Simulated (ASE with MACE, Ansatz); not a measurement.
**A faulty run on liquid Sn at 1073 K (97 atoms)**

Program: Ansatz 0.2.0. The cell: 97 Sn.

Input file input.yaml:

```yaml
crystal:
  lattice:
    - [14.22664, 0.0, 0.0]
    - [0.0, 14.22664, 0.0]
    - [0.0, 0.0, 14.22664]
  atoms:
    - { symbol: Sn, position: [0.79212, 0.8547, 0.62779] }
    - { symbol: Sn, position: [0.92892, 0.98627, 0.12948] }
    - { symbol: Sn, position: [0.39246, 0.87943, 0.14642] }
    - { symbol: Sn, position: [0.00553, 0.68688, 0.5079] }
    - { symbol: Sn, position: [0.89515, 0.19899, 0.83046] }
    - { symbol: Sn, position: [0.66494, 0.80086, 0.01076] }
    - { symbol: Sn, position: [0.07901, 0.48394, 0.59742] }
    - { symbol: Sn, position: [0.81095, 0.39241, 0.86863] }
    - { symbol: Sn, position: [0.07344, 0.90072, 0.32886] }
    - { symbol: Sn, position: [0.56607, 0.23371, 0.07791] }
    - { symbol: Sn, position: [0.44469, 0.88632, 0.93812] }
    - { symbol: Sn, position: [0.56564, 0.67, 0.12684] }
    - { symbol: Sn, position: [0.49348, 0.58435, 0.96293] }
    - { symbol: Sn, position: [0.30515, 0.36827, 0.63873] }
    - { symbol: Sn, position: [0.18197, 0.11646, 0.39296] }
    - { symbol: Sn, position: [0.99737, 0.26143, 0.65872] }
    - { symbol: Sn, position: [0.79278, 0.15405, 0.02596] }
    - { symbol: Sn, position: [0.58915, 0.49034, 0.18705] }
    [... 73 atom lines left out ...]
    - { symbol: Sn, position: [0.35621, 0.0003, 0.53531] }
    - { symbol: Sn, position: [0.37274, 0.3242, 0.0568] }
    - { symbol: Sn, position: [0.62404, 0.9788, 0.56591] }
    - { symbol: Sn, position: [0.28427, 0.68787, 0.95845] }
    - { symbol: Sn, position: [0.28294, 0.81706, 0.54883] }
    - { symbol: Sn, position: [0.88992, 0.90551, 0.47295] }
kpoints:
  mp_grid: { grid: [1, 1, 1] }
hamiltonian:
  xc: pbesol
scf:
  occupations: { method: cold, width: 0.15 }
  max_iter: 80
output:
  forces: true
basis:
  ENCUT: 0.3
```

Started as:

```console
> ansatz run input.yaml --threads 4 --pin off --max-ram 15872MiB --backend cpu --events-out ev --progress --plain --runs-dir out
```

Log:

```text
Error: YAML parse error: error: line 114 column 3: unknown field `ENCUT`, expected one of ecutwfc, ecutrho_ratio, smooth_cutoff_half_width, xc_grid, low_memory, fft_grid_basis, precision, gaussian, splines
   --> <input>:114:3
    |
112 |   forces: true
113 | basis:
114 |   ENCUT: 0.3
    |   ^ unknown field `ENCUT`, expected one of ecutwfc, ecutrho_ratio, smooth_cutoff_half_width, xc_grid, low_memory, fft_grid_basis, precision, gaussian, splines
```

Run time: 0.02 s. Hardware: 4 threads of Intel Xeon 6975P-C (Granite Rapids), shared host; peak memory 0.031 GiB.

Q: Name the fault and the fix.

A keyword of another program: basis.ENCUT = 0.3.

The fix is to take the foreign keyword out.

The program refused it before any cycle.

[Logs are printed without paths, hosts, clocks, repeated set-up lines and the standing remarks that a program may print on its own settings, such as how far it seeks lower states.]

[Hosts, paths, dates, database ids (printed as entryN), source tags and the programs' standing remarks are cut or masked in the printed files.]
